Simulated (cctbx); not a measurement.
# Accept or mend?

Cell a = 5.3730 Å, b = 6.1220 Å, c = 5.0530 Å, α = 90.00°, β = 107.71°, γ = 90.00°; space group P2/c (no. 13). The compound is Li3MoO2F2.

The data are simulated with cctbx, not measured: synchrotron X-rays, λ = 0.7749 Å, to d = 0.6 Å, 50 % of the full sphere, strongest reflection 40000 counts, noise from counting, a 1.5 % proportional error and a noise floor of 4 counts (s.d.); no absorption.

An anisotropic refinement with weights 1/σ² prints:

```text
Rint 0.018, 710 unique reflections to 0.60 A
cycle     R1     wR2    GooF  max shift (A)
   1  0.0379  0.0928   3.591   0.00997
   2  0.0383  0.0898   3.474   0.00004
final R1 0.0383 wR2 0.0898 GooF 3.474  parameters 33  data/parameter 21.5
atom        x        y        z      Ueq    occ   su(xyz)  su(Uiso or U11)
Mo1    0.00000  0.89811  0.75000   0.0108  1.000  0.00006  0.0002
F1     0.23997  0.62078  0.98631   0.0188  1.000  0.00058  0.0011
O1     0.74907  0.86870  0.99630   0.0173  1.000  0.00063  0.0012
Li1    0.50000  0.10963  0.75000   0.0212  1.000  0.00180  0.0048
Li2    0.50000  0.64216  0.75000   0.0209  1.000  0.00199  0.0045
difference map: max 8.82 min -0.71 rms 0.32
Q1    0.0000  0.3710  0.7500    2    8.94  2.12 A from F1
Q2    0.0000  0.1341  0.2500    2    2.14  0.20 A from Mo1
Q3    0.2504  0.3637  0.4972    4    1.05  0.12 A from F1
Q4    0.2481  0.1000  0.9949    4    0.52  0.20 A from O1
Q5    0.2192  0.1627  0.7889    4    0.46  1.06 A from O1
Q6    0.1901  0.2396  0.5636    4    0.45  1.01 A from F1
```

**Question.** Can this result stand? If not, what is the likely fault?

Mend it. The fault: an atom left out, Li at (0, 0.3709, 3/4). Against the right model at the same level, R1 goes from 0.0099 to 0.0383 and GooF from 0.94 to 3.47 and the top difference peak, 8.9 e/Å³, lies 2.12 Å from F1. Q1 is the missing atom. With scattering power missing, scale and phases suffer, so peaks may also grow on the heavy atoms.

The compound is Li3MoO2F2. The right model at the same level gives:

```text
Rint 0.018, 710 unique reflections to 0.60 A
cycle     R1     wR2    GooF  max shift (A)
   1  0.0101  0.0244   0.949   0.00051
   2  0.0099  0.0241   0.935   0.00000
final R1 0.0099 wR2 0.0241 GooF 0.935  parameters 38  data/parameter 18.7
atom        x        y        z      Ueq    occ   su(xyz)  su(Uiso or U11)
Mo1    0.00000  0.89791  0.75000   0.0112  1.000  0.00002  0.0000
F1     0.24026  0.62086  0.98666   0.0183  1.000  0.00015  0.0003
O1     0.74888  0.86875  0.99723   0.0168  1.000  0.00016  0.0003
Li1    0.00000  0.37103  0.75000   0.0178  1.000  0.00047  0.0012
Li2    0.50000  0.11001  0.75000   0.0196  1.000  0.00048  0.0012
Li3    0.50000  0.64050  0.75000   0.0174  1.000  0.00047  0.0012
difference map: max 0.37 min -0.31 rms 0.08
Q1    0.1978  0.2429  0.5686    4    0.38  0.99 A from F1
Q2    0.0720  0.0447  0.4482    4    0.28  1.02 A from Mo1
Q3    0.0000  0.4489  0.2500    2    0.28  1.10 A from Li1
Q4    0.1647  0.3683  0.3035    4    0.28  0.89 A from F1
Q5    0.4777  0.0414  0.8830    4    0.26  0.83 A from Li2
Q6    0.3362  0.2393  0.9766    4    0.26  0.84 A from O1
```

Isotropic U is held between 0.0001 and 1 Å² by the program, and listed peak heights are interpolated, so they can pass the grid's maximum.

This is a model crystal, built by substitution and not relaxed, with assumed displacement parameters.

[Middle refinement cycles are left out of these outputs.]

[Logs are printed without paths, hosts, clocks, repeated set-up lines and the standing remarks that a program may print on its own settings, such as how far it seeks lower states.]
